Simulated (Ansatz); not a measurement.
## Ca3CdO, from a guessed structure to a relaxed one

This structure for Ca3CdO is made up. Its elements were placed in a known structure type with a cell scaled to their sizes. What cell does the guess relax to, and how far off was it?

Calculated with Ansatz 0.2.0; DFT, PBE, plane-wave PAW, files of the set soft_1, scalar-relativistic, no spin, cell and ions relaxed at zero pressure; PAW set soft_1, in the first sound run; inputs show where later runs differ.

## 1. Set-up

It takes space group Pm-3m (No. 221, cubic). The conventional cell has a = 4.767 Å, b = 4.767 Å, c = 4.767 Å, α = 90.00°, β = 90.00°, γ = 90.00°. Nearest to Cd lie 12 Ca at 3.37 Å. Ca has 2 O at 2.38 Å nearest. Nearest to O lie 6 Ca at 2.38 Å. Farther neighbours and most contacts between anions are not listed.

Coordinates:

```cif
data_structure
_symmetry_space_group_name_H-M 'P 1'
_symmetry_Int_Tables_number 1
_cell_length_a 4.7670
_cell_length_b 4.7670
_cell_length_c 4.7670
_cell_angle_alpha 90.000
_cell_angle_beta 90.000
_cell_angle_gamma 90.000
_cell_volume 108.33
loop_
_atom_site_label
_atom_site_type_symbol
_atom_site_fract_x
_atom_site_fract_y
_atom_site_fract_z
_atom_site_occupancy
Cd1 Cd 0.00000 0.00000 0.00000 1
Ca2 Ca 0.50000 0.50000 0.00000 1
Ca3 Ca 0.50000 0.00000 0.50000 1
Ca4 Ca 0.00000 0.50000 0.50000 1
O5 O 0.50000 0.50000 0.50000 1
```

## 2. Relaxing cell and atoms

The guess takes its coordinates from another compound and its volume from a rule, so the cell and any free coordinates are relaxed together.

input.yaml

```yaml
crystal:
  lattice:
    - [4.767, 0.0, 0.0]
    - [0.0, 4.767, 0.0]
    - [0.0, 0.0, 4.767]
  atoms:
    - { symbol: Cd, position: [0.0, 0.0, 0.0] }
    - { symbol: Ca, position: [0.5, 0.5, 0.0] }
    - { symbol: Ca, position: [0.5, 0.0, 0.5] }
    - { symbol: Ca, position: [0.0, 0.5, 0.5] }
    - { symbol: O, position: [0.5, 0.5, 0.5] }
kpoints:
  mp_grid: { grid: [6, 6, 6] }
scf:
  occupations: { method: fermi_dirac, width: 0.05 }
hamiltonian:
  xc: pbe
  pseudopotentials: { kind: paw, azcp: { folder: soft_1 } }
relax:
  f_tol: 0.015
  max_steps: 70
  cell: {}
output:
  forces: true
  stress: true
```

On the command line:

```sh
$ ansatz run input.yaml --threads 4 --pin off --max-ram 8192MiB --backend cpu --events-out ev --progress --plain --runs-dir out
```

Numbers of over 12 decimals in the logs are rounded to 6 here.

Output:

```text
Engine: ansatz 0.2.0, x86_64-unknown-linux-gnu
Pseudopotentials: kind: paw
Pseudopotential: Cd, paw, valence charge 20, recommended cutoff 420 eV (normal), soft_1/Cd.paw.azcp
Pseudopotential: Ca, paw, valence charge 10, recommended cutoff 420 eV (normal), soft_1/Ca.paw.azcp
Pseudopotential: O, paw, valence charge 6, recommended cutoff 420 eV (normal), soft_1/O.paw.azcp
Functional definition: PBE
  parameter kappa = 0.804
  parameter beta = 0.066725
  exchange = pbe_x(kappa = kappa, mu = beta*pi^2/3)
  correlation = pbe_c(beta = beta)
Crystal: 5 atoms, lattice volume = 108.327 Å³
Basis set: ecut = 420 eV, 2103 PW (Γ), exchange–correlation on 64×64×64 points (8 copies of the dense FFT grid, shifted against one another)
Bands: 34, of which v1, the nominal top of the filled ones, is band 28 counted from 1 (27 counted from 0)
Symmetry: 48 space group operations
Space group: Pm-3m (ITA 221), of the structure as read, at distance tolerance 4.8e-5 Å
k-points: 20 of 216
Non-local potential: Cd, projectors of the file, l = 0: 3, l = 1: 2, l = 2: 2, l = 3: 1
Non-local potential: Ca, projectors of the file, l = 0: 3, l = 1: 2, l = 2: 2
Non-local potential: O, projectors of the file, l = 0: 2, l = 1: 2, l = 2: 1
PAW form: soft (Blöchl's): semilocal exchange-correlation on the pseudo side does not see the compensation charge
PAW one-centre angular grid: Cd, 590 points (default); XC on 64 Gauss nodes
PAW one-centre angular grid: Ca, 110 points (default); XC on 64 Gauss nodes
PAW one-centre angular grid: O, 110 points (default); XC on 64 Gauss nodes
Initial density: superposition of atomic densities (chi_scale 0.1, normalization cell, long waves kept (reshape's long-wave potential 0.00 eV rms))
Initial wavefunctions: pseudopotential atomic-orbital guess
Functional: x = pbe(κ = 0.804, μ = 0.219515), c = pbe(β = 0.066725)
SCF iter   1: F=—  HF=-14279.668324 eV  |F-HF|=—  |Δ(HF+E_count)|=         —  Δρ=1.17e-1  dr2=1.68e1  ethr=3.10e-3  ⟨swp⟩=9.2  Hψ=3267  notcnv=0  defer=1
preconditioner: auto → Kerker (q_TF=auto, 2.444 Å⁻¹)  [metal: Δε(μ)=0.078 eV  Ē_g=6.645 eV  σ=0.050 eV  W_gap=0.35  n_scr=26 (ndim 8)  ℏωp=17.5 eV  f_vac=0.000  D(μ)=6.39/eV (n_scr^D=80)]
SCF iter   2: F=—  HF=-14276.613566 eV  |F-HF|=—  |Δ(HF+E_count)|=    3.05e0  Δρ=4.16e-2  dr2=1.37e0  ethr=3.10e-3  ⟨swp⟩=4.2  Hψ=1686  notcnv=0  defer=9
preconditioner: auto → Resta (q_TF=auto, 2.444 Å⁻¹)  ε∞=3.3  [insulator: Δε(μ)=0.124 eV  Ē_g=15.083 eV  σ=0.050 eV  W_gap=0.50  n_scr=26 (ndim 8)  ℏωp=23.0 eV  f_vac=0.000  D(μ)=4.33/eV (n_scr^D=32)  ε∞_Penn≈3.3]
SCF iter   3: F=—  HF=-14276.400789 eV  |F-HF|=—  |Δ(HF+E_count)|=   2.13e-1  Δρ=1.32e-2  dr2=1.89e-1  ethr=2.45e-3  ⟨swp⟩=2.1  Hψ=1192  notcnv=0  defer=12
SCF iter   4: F=—  HF=-14276.406371 eV  |F-HF|=—  |Δ(HF+E_count)|=   5.58e-3  Δρ=4.27e-3  dr2=2.33e-2  ethr=3.38e-4  ⟨swp⟩=3.0  Hψ=1435  notcnv=0  defer=12
SCF iter   5: F=—  HF=-14276.407798 eV  |F-HF|=—  |Δ(HF+E_count)|=   1.43e-3  Δρ=1.41e-3  dr2=3.36e-3  ethr=4.17e-5  ⟨swp⟩=2.0  Hψ=1003  notcnv=0  defer=12
SCF iter   6: F=—  HF=-14276.407879 eV  |F-HF|=—  |Δ(HF+E_count)|=   8.01e-5  Δρ=3.40e-4  dr2=1.40e-4  ethr=5.99e-6  ⟨swp⟩=2.0  Hψ=883  notcnv=0  defer=12
SCF iter   7: F=—  HF=-14276.407880 eV  |F-HF|=—  |Δ(HF+E_count)|=   1.44e-6  Δρ=5.45e-5  dr2=2.54e-6  ethr=2.50e-7  ⟨swp⟩=2.9  Hψ=1267  notcnv=0  defer=12
SCF iter   8: F=—  HF=-14276.407477 eV  |F-HF|=—  |Δ(HF+E_count)|=   4.03e-4  Δρ=2.56e-5  dr2=4.27e-7  ethr=4.53e-9  ⟨swp⟩=2.0  Hψ=1147  notcnv=0  defer=12
SCF iter   9: F=-14276.407477 eV  HF=-14276.407477 eV  |F-HF|=4.67e-10  |Δ(HF+E_count)|=   1.40e-7  Δρ=3.00e-6  dr2=7.04e-9  ethr=1.79e-10  ⟨swp⟩=4.0  Hψ=2009  notcnv=0
SCF 1 converged in 9 iterations: F = -14276.407477 eV  dr2 = 7.04e-9
  greatest PAW one-centre occupation: 1.000 electrons in one spin orbital (limit 2), on the Cd atom at site 0 (counted from 0), in its partial waves of l = 0
relax step   1: F+E_penalty+E_count = -14276.40747737 eV  Δ(F+E_penalty+E_count) = +0.000e0 eV  max|allowed force component| = 1.273e-28 eV/Å  Δτ_max = 0.0000 Å  P = +4.563 GPa  Ω = 108.327 Å³  (9 SCF iters, dr2 threshold 1.00e-7 eV, accepted)
Crystal: 5 atoms, lattice volume = 119.519 Å³
Basis set: ecut = 420 eV, 2325 PW (Γ), exchange–correlation on 64×64×64 points (8 copies of the dense FFT grid, shifted against one another)
Initial density: handed on by an earlier stage of this run
Initial wavefunctions: those handed on with the density
iter 1 solved again at ethr=1.07e-4 eV; its pass at ethr=3.10e-3 eV (dr2=6.01e-2 eV) is discarded
SCF iter   1: F=—  HF=-14276.542094 eV  |F-HF|=—  |Δ(HF+E_count)|=         —  Δρ=5.53e-3  dr2=6.42e-2  ethr=1.07e-4  ⟨swp⟩=1.2  Hψ=3585  notcnv=0
preconditioner: auto → Kerker (q_TF=auto, 2.404 Å⁻¹)  [metal: Δε(μ)=0.107 eV  Ē_g=7.480 eV  σ=0.050 eV  W_gap=0.45  n_scr=26 (ndim 8)  ℏωp=15.9 eV  f_vac=0.000  D(μ)=4.51/eV (n_scr^D=32)]
SCF iter   2: F=—  HF=-14276.526735 eV  |F-HF|=—  |Δ(HF+E_count)|=   1.54e-2  Δρ=2.63e-3  dr2=1.52e-2  ethr=1.07e-4  ⟨swp⟩=2.0  Hψ=1020  notcnv=0
SCF iter   3: F=—  HF=-14276.522762 eV  |F-HF|=—  |Δ(HF+E_count)|=   3.97e-3  Δρ=1.10e-3  dr2=2.91e-3  ethr=2.71e-5  ⟨swp⟩=2.0  Hψ=828  notcnv=0
SCF iter   4: F=—  HF=-14276.522207 eV  |F-HF|=—  |Δ(HF+E_count)|=   5.54e-4  Δρ=5.19e-4  dr2=3.28e-4  ethr=5.19e-6  ⟨swp⟩=2.0  Hψ=919  notcnv=0
SCF iter   5: F=—  HF=-14276.522593 eV  |F-HF|=—  |Δ(HF+E_count)|=   3.86e-4  Δρ=1.81e-4  dr2=2.70e-5  ethr=5.85e-7  ⟨swp⟩=2.0  Hψ=915  notcnv=0
SCF iter   6: F=—  HF=-14276.522597 eV  |F-HF|=—  |Δ(HF+E_count)|=   4.33e-6  Δρ=3.62e-5  dr2=1.60e-6  ethr=4.81e-8  ⟨swp⟩=2.0  Hψ=894  notcnv=0
SCF iter   7: F=-14276.522598 eV  HF=-14276.522598 eV  |F-HF|=2.40e-8  |Δ(HF+E_count)|=   7.67e-7  Δρ=8.17e-6  dr2=9.21e-8  ethr=8.93e-10  ⟨swp⟩=4.0  Hψ=2256  notcnv=0
SCF 2 converged in 7 iterations: F = -14276.522598 eV  dr2 = 9.21e-8
relax step   2: F+E_penalty+E_count = -14276.52259828 eV  Δ(F+E_penalty+E_count) = -1.151e-1 eV  max|allowed force component| = 5.838e-30 eV/Å  Δτ_max = 0.0000 Å  P = -0.720 GPa  Ω = 119.519 Å³  energy of the carried Pulay correction = -4.547e-3 eV  (7 SCF iters, dr2 threshold 5.00e-7 eV, accepted)
Crystal: 5 atoms, lattice volume = 117.860 Å³
iter 1 solved again at ethr=2.08e-6 eV; its pass at ethr=3.10e-3 eV (dr2=1.16e-3 eV) is discarded
SCF iter   1: F=—  HF=-14276.527557 eV  |F-HF|=—  |Δ(HF+E_count)|=         —  Δρ=7.73e-4  dr2=1.21e-3  ethr=2.08e-6  ⟨swp⟩=2.0  Hψ=3469  notcnv=0
preconditioner: auto → Kerker (q_TF=auto, 2.410 Å⁻¹)  [metal: Δε(μ)=0.107 eV  Ē_g=7.256 eV  σ=0.050 eV  W_gap=0.45  n_scr=26 (ndim 8)  ℏωp=16.0 eV  f_vac=0.000  D(μ)=4.53/eV (n_scr^D=32)]
SCF iter   2: F=—  HF=-14276.527277 eV  |F-HF|=—  |Δ(HF+E_count)|=   2.80e-4  Δρ=3.71e-4  dr2=2.63e-4  ethr=2.08e-6  ⟨swp⟩=2.0  Hψ=878  notcnv=0
SCF iter   3: F=—  HF=-14276.527459 eV  |F-HF|=—  |Δ(HF+E_count)|=   1.82e-4  Δρ=1.66e-4  dr2=6.05e-5  ethr=4.70e-7  ⟨swp⟩=2.0  Hψ=837  notcnv=0
SCF iter   4: F=—  HF=-14276.527447 eV  |F-HF|=—  |Δ(HF+E_count)|=   1.19e-5  Δρ=7.40e-5  dr2=6.50e-6  ethr=1.08e-7  ⟨swp⟩=2.0  Hψ=860  notcnv=0
SCF iter   5: F=—  HF=-14276.527446 eV  |F-HF|=—  |Δ(HF+E_count)|=   4.50e-7  Δρ=2.45e-5  dr2=5.04e-7  ethr=1.16e-8  ⟨swp⟩=2.0  Hψ=922  notcnv=0
SCF iter   6: F=-14276.527446 eV  HF=-14276.527446 eV  |F-HF|=1.50e-8  |Δ(HF+E_count)|=   1.52e-7  Δρ=4.90e-6  dr2=2.51e-8  ethr=8.93e-10  ⟨swp⟩=4.0  Hψ=1925  notcnv=0
SCF 3 converged in 6 iterations: F = -14276.527446 eV  dr2 = 2.51e-8
relax step   3: F+E_penalty+E_count = -14276.52744630 eV  Δ(F+E_penalty+E_count) = -4.848e-3 eV  max|allowed force component| = 1.341e-29 eV/Å  Δτ_max = 0.0000 Å  P = -0.085 GPa  Ω = 117.860 Å³  energy of the carried Pulay correction = -3.902e-3 eV  (6 SCF iters, dr2 threshold 5.00e-7 eV, accepted)
Crystal: 5 atoms, lattice volume = 117.642 Å³
iter 1 solved again at ethr=2.79e-8 eV; its pass at ethr=3.10e-3 eV (dr2=1.56e-5 eV) is discarded
SCF iter   1: F=—  HF=-14276.527364 eV  |F-HF|=—  |Δ(HF+E_count)|=         —  Δρ=1.04e-4  dr2=2.10e-5  ethr=2.79e-8  ⟨swp⟩=2.0  Hψ=3402  notcnv=0
preconditioner: auto → Kerker (q_TF=auto, 2.411 Å⁻¹)  [metal: Δε(μ)=0.108 eV  Ē_g=7.287 eV  σ=0.050 eV  W_gap=0.45  n_scr=26 (ndim 8)  ℏωp=16.1 eV  f_vac=0.000  D(μ)=4.52/eV (n_scr^D=32)]
SCF iter   2: F=—  HF=-14276.527590 eV  |F-HF|=—  |Δ(HF+E_count)|=   2.26e-4  Δρ=4.60e-5  dr2=4.94e-6  ethr=2.79e-8  ⟨swp⟩=2.0  Hψ=1160  notcnv=0
SCF iter   3: F=—  HF=-14276.527589 eV  |F-HF|=—  |Δ(HF+E_count)|=   1.23e-6  Δρ=2.03e-5  dr2=7.98e-7  ethr=8.82e-9  ⟨swp⟩=2.0  Hψ=798  notcnv=0
SCF iter   4: F=—  HF=-14276.527589 eV  |F-HF|=—  |Δ(HF+E_count)|=   1.24e-7  Δρ=1.04e-5  dr2=9.69e-8  ethr=1.43e-9  ⟨swp⟩=2.0  Hψ=926  notcnv=0
SCF iter   5: F=-14276.527589 eV  HF=-14276.527589 eV  |F-HF|=4.02e-9  |Δ(HF+E_count)|=   5.64e-9  Δρ=3.87e-6  dr2=1.61e-8  ethr=3.23e-11  ⟨swp⟩=4.5  Hψ=2139  notcnv=0
SCF 4 converged in 5 iterations: F = -14276.527589 eV  dr2 = 1.61e-8
relax step   4: F+E_penalty+E_count = -14276.52758897 eV  Δ(F+E_penalty+E_count) = -1.427e-4 eV  max|allowed force component| = 3.503e-29 eV/Å  Δτ_max = 0.0000 Å  P = +0.002 GPa  Ω = 117.642 Å³  energy of the carried Pulay correction = -3.816e-3 eV  (5 SCF iters, dr2 threshold 1.81e-8 eV, accepted)
Basis set: ecut = 420 eV, 2325 PW (Γ), exchange–correlation on 72×72×72 points (8 copies of the dense FFT grid, shifted against one another)
Initial wavefunctions: pseudopotential atomic-orbital guess (no wavefunctions were taken with the density)
iter 1 solved again at ethr=4.00e-7 eV; its pass at ethr=3.10e-3 eV (dr2=2.24e-4 eV) is discarded
SCF iter   1: F=—  HF=-14276.533563 eV  |F-HF|=—  |Δ(HF+E_count)|=         —  Δρ=3.23e-4  dr2=1.88e-5  ethr=4.00e-7  ⟨swp⟩=3.0  Hψ=4803  notcnv=0
preconditioner: auto → Kerker (q_TF=auto, 2.411 Å⁻¹)  [metal: Δε(μ)=0.108 eV  Ē_g=7.291 eV  σ=0.050 eV  W_gap=0.45  n_scr=26 (ndim 8)  ℏωp=16.1 eV  f_vac=0.000  D(μ)=4.52/eV (n_scr^D=32)]
SCF iter   2: F=—  HF=-14276.533776 eV  |F-HF|=—  |Δ(HF+E_count)|=   2.14e-4  Δρ=1.51e-4  dr2=5.82e-6  ethr=3.37e-8  ⟨swp⟩=2.0  Hψ=1071  notcnv=0
SCF iter   3: F=—  HF=-14276.533798 eV  |F-HF|=—  |Δ(HF+E_count)|=   2.21e-5  Δρ=7.21e-5  dr2=8.08e-7  ethr=1.04e-8  ⟨swp⟩=2.0  Hψ=872  notcnv=0
SCF iter   4: F=—  HF=-14276.533809 eV  |F-HF|=—  |Δ(HF+E_count)|=   1.04e-5  Δρ=3.82e-6  dr2=9.16e-9  ethr=1.44e-9  ⟨swp⟩=2.0  Hψ=980  notcnv=0
SCF iter   5: F=—  HF=-14276.533809 eV  |F-HF|=—  |Δ(HF+E_count)|=   2.30e-9  Δρ=1.28e-6  dr2=2.39e-9  ethr=1.64e-11  ⟨swp⟩=2.0  Hψ=1161  notcnv=0
SCF iter   6: F=—  HF=-14276.533809 eV  |F-HF|=—  |Δ(HF+E_count)|=   1.86e-9  Δρ=4.93e-7  dr2=6.92e-10  ethr=4.27e-12  ⟨swp⟩=2.0  Hψ=921  notcnv=0
SCF iter   7: F=-14276.533809 eV  HF=-14276.533809 eV  |F-HF|=2.18e-11  |Δ(HF+E_count)|=  1.80e-10  Δρ=1.18e-7  dr2=3.36e-11  ethr=1.00e-12  ⟨swp⟩=3.0  Hψ=2529  notcnv=0
SCF 5 converged in 7 iterations: F = -14276.533809 eV  dr2 = 3.36e-11
relax step   5: F+E_penalty+E_count = -14276.53380883 eV  Δ(F+E_penalty+E_count) = -6.220e-3 eV  max|allowed force component| = 9.582e-29 eV/Å  Δτ_max = 0.0000 Å  P = +0.091 GPa  Ω = 117.642 Å³  stress off target by 9.05e-2 GPa  SCF on the basis re-selected at this cell (its energy is not comparable with the rows above)  (7 SCF iters)
basis re-selected at this cell: Δ(F+E_penalty+E_count) = -6.220e-3 eV, ΔP = +0.089 GPa vs the last step (what re-selecting the basis moved, of the pressure what is left beyond the Pulay correction that the steps carried, after the strain that the cell walked since its last selection, with what the two solves' SCF thresholds leave and, on support functions, any second-order correction that the steps lacked; it is no measure of the basis error at this ecutwfc). The dense FFT grid was sized anew with the basis: this SCF ran on 36×36×36 points, the steps before it on 32×32×32, so part of this shift can come from that change (see relax.cell in the input reference). [rest of the remark cut]
Crystal: 5 atoms, lattice volume = 117.869 Å³
iter 1 solved again at ethr=2.95e-8 eV; its pass at ethr=3.10e-3 eV (dr2=1.65e-5 eV) is discarded
SCF iter   1: F=—  HF=-14276.533668 eV  |F-HF|=—  |Δ(HF+E_count)|=         —  Δρ=1.09e-4  dr2=2.41e-5  ethr=2.95e-8  ⟨swp⟩=2.0  Hψ=3412  notcnv=0
preconditioner: auto → Kerker (q_TF=auto, 2.410 Å⁻¹)  [metal: Δε(μ)=0.107 eV  Ē_g=7.291 eV  σ=0.050 eV  W_gap=0.45  n_scr=26 (ndim 8)  ℏωp=16.0 eV  f_vac=0.000  D(μ)=4.52/eV (n_scr^D=32)]
SCF iter   2: F=—  HF=-14276.533784 eV  |F-HF|=—  |Δ(HF+E_count)|=   1.16e-4  Δρ=5.42e-5  dr2=5.21e-6  ethr=2.95e-8  ⟨swp⟩=2.0  Hψ=1099  notcnv=0
SCF iter   3: F=—  HF=-14276.533782 eV  |F-HF|=—  |Δ(HF+E_count)|=   1.23e-6  Δρ=2.52e-5  dr2=1.38e-6  ethr=9.30e-9  ⟨swp⟩=2.0  Hψ=902  notcnv=0
SCF iter   4: F=—  HF=-14276.533782 eV  |F-HF|=—  |Δ(HF+E_count)|=   2.94e-7  Δρ=9.42e-6  dr2=1.27e-7  ethr=2.46e-9  ⟨swp⟩=2.0  Hψ=809  notcnv=0
SCF iter   5: F=-14276.533782 eV  HF=-14276.533782 eV  |F-HF|=1.45e-9  |Δ(HF+E_count)|=   7.83e-9  Δρ=3.44e-6  dr2=1.01e-8  ethr=3.66e-11  ⟨swp⟩=2.9  Hψ=2301  notcnv=0
SCF 6 converged in 5 iterations: F = -14276.533782 eV  dr2 = 1.01e-8
relax step   6: F+E_penalty+E_count = -14276.53378218 eV  Δ(F+E_penalty+E_count) = +2.666e-5 eV  max|allowed force component| = 3.476e-29 eV/Å  Δτ_max = 0.0000 Å  P = +0.002 GPa  Ω = 117.869 Å³  energy of the carried Pulay correction = -9.244e-5 eV  (5 SCF iters, dr2 threshold 2.05e-8 eV, accepted)
iter 1 solved again at ethr=2.72e-7 eV; its pass at ethr=3.10e-3 eV (dr2=1.53e-4 eV) is discarded
SCF iter   1: F=—  HF=-14276.533746 eV  |F-HF|=—  |Δ(HF+E_count)|=         —  Δρ=1.34e-5  dr2=6.59e-8  ethr=2.72e-7  ⟨swp⟩=3.0  Hψ=4873  notcnv=0
eigensolver tolerance schedule: the retry pair's looser diagonalisation over-reported the residual by 2311.98 of it (diagonalisation noise at 0.25 of the residual, at the tolerance the schedule requests for it); recorded, not acted on — ethr = c·dr2/N_el stays at c = 1.0e-1
preconditioner: auto → Kerker (q_TF=auto, 2.410 Å⁻¹)  [metal: Δε(μ)=0.107 eV  Ē_g=7.286 eV  σ=0.050 eV  W_gap=0.45  n_scr=26 (ndim 8)  ℏωp=16.0 eV  f_vac=0.000  D(μ)=4.52/eV (n_scr^D=32)]
SCF iter   2: F=—  HF=-14276.533866 eV  |F-HF|=—  |Δ(HF+E_count)|=   1.19e-4  Δρ=7.03e-6  dr2=4.09e-8  ethr=1.18e-10  ⟨swp⟩=3.0  Hψ=1579  notcnv=0
SCF iter   3: F=—  HF=-14276.533866 eV  |F-HF|=—  |Δ(HF+E_count)|=   1.11e-9  Δρ=3.55e-6  dr2=7.60e-9  ethr=7.30e-11  ⟨swp⟩=2.0  Hψ=875  notcnv=0
SCF iter   4: F=—  HF=-14276.533866 eV  |F-HF|=—  |Δ(HF+E_count)|=   5.10e-9  Δρ=8.12e-7  dr2=6.32e-10  ethr=1.36e-11  ⟨swp⟩=2.0  Hψ=1029  notcnv=0
SCF iter   5: F=—  HF=-14276.533866 eV  |F-HF|=—  |Δ(HF+E_count)|=  2.18e-11  Δρ=6.34e-7  dr2=2.20e-10  ethr=1.13e-12  ⟨swp⟩=2.0  Hψ=816  notcnv=0
SCF iter   6: F=-14276.533866 eV  HF=-14276.533866 eV  |F-HF|=2.36e-11  |Δ(HF+E_count)|=  2.24e-10  Δρ=2.45e-7  dr2=2.71e-11  ethr=1.00e-12  ⟨swp⟩=3.0  Hψ=2369  notcnv=0
SCF 7 converged in 6 iterations: F = -14276.533866 eV  dr2 = 2.71e-11
relax step   7: F+E_penalty+E_count = -14276.53386559 eV  Δ(F+E_penalty+E_count) = -8.341e-5 eV  max|allowed force component| = 3.405e-29 eV/Å  Δτ_max = 0.0000 Å  P = +0.003 GPa  Ω = 117.869 Å³  stress off target by 2.62e-3 GPa  SCF on the basis re-selected at this cell (its energy is not comparable with the rows above)  (6 SCF iters)
basis re-selected at this cell: Δ(F+E_penalty+E_count) = -8.341e-5 eV, ΔP = +0.000 GPa vs the last step (what re-selecting the basis moved, of the pressure what is left beyond the Pulay correction that the steps carried, after the strain that the cell walked since its last selection, with what the two solves' SCF thresholds leave and, on support functions, any second-order correction that the steps lacked; it is no m [...]
SCF converged after 6 iterations
Free energy (F): -14276.533866 eV
Harris-Foulkes:  -14276.533866 eV  (|F-HF|=2.36e-11)
Internal energy: -14276.496310 eV  (E = F + TS)
E sigma→0 (E₀):  -14276.515088 eV
Entropy (-TS):   -0.037555 eV (-7.511 meV/atom)
Fermi energy:    8.853692 eV
--- Per-component energies (eV) ---
  E_band       = -896.066370
  E_kinetic    = 1371.851189
  E_local      = -6230.883226  (includes V_loc(G=0)·N_el)
  E_nonlocal   = 439.475896
  E_hartree    = 2550.847741
  E_xc         = -614.033912
  E_vxc        = -766.662695  (∫ρ·V_xc dr)
  E_paw        = -6854.248466  (= ΣΔE_a)
  E_vpaw       = -811.544161  (= ΣTr[D̂ρ^β])
  E_aug_tail   = 0.001070  (compensation charges beyond the density's cutoff)
  E_ewald      = -4939.506602
  E_smearing   = -0.037555  (= −TS)
  E_closure    = -0.000000  (closes the sum)
  Σ components = -14276.533866   (vs F -14276.533866, Δ=0.00e0)
--- Forces (eV/Å), atoms counted from 1 ---
  atom   1  Cd    -0.00000000     0.00000000     0.00000000
  atom   2  Ca    -0.00000000     0.00000000     0.00000000
  atom   3  Ca    -0.00000000     0.00000000    -0.00000000
  atom   4  Ca    -0.00000000     0.00000000    -0.00000000
  atom   5  O     -0.00000000     0.00000000    -0.00000000
  max |Σ_I F_I| component: 6.11e-29 eV/Å
--- Stress (GPa, compression-positive) ---
        0.002623       0.000000      -0.000000
        0.000000       0.002623       0.000000
       -0.000000       0.000000       0.002623
  P = ⅓ Tr σ = 0.0026 GPa (0.026 kbar)
--- Relaxed structure (5 steps of the walk, 5 accepted, 2 SCFs on fresh bases) ---
  F+E_penalty+E_count = -14276.53386559 eV   max|allowed force component| = 3.405e-29 eV/Å   (the final SCF, on the basis selected at the relaxed cell)
  cell:  # Å, volume = 117.8695 Å³
    - [4.903059, 0, 0]
    - [0, 4.903059, 0]
    - [0, 0, 4.903059]
  atoms:
    - { symbol: Cd, position: [0, 0, 0] }
    - { symbol: Ca, position: [0.500000, 0.500000, 0] }
    - { symbol: Ca, position: [0.500000, 0, 0.500000] }
    - { symbol: Ca, position: [0, 0.500000, 0.500000] }
    - { symbol: O, position: [0.500000, 0.500000, 0.500000] }
```

It took 4.1 s on 4 threads of AMD EPYC 9R14 (Zen 4), shared host; peak memory 0.53 GiB; 14 s of CPU time.

[end of part 1 of 2]

[Logs are printed without paths, hosts, clocks, repeated set-up lines and the standing remarks that a program may print on its own settings, such as how far it seeks lower states.]

[Hosts, paths, dates, database ids (printed as entryN), source tags and the programs' standing remarks are cut or masked in the printed files.]
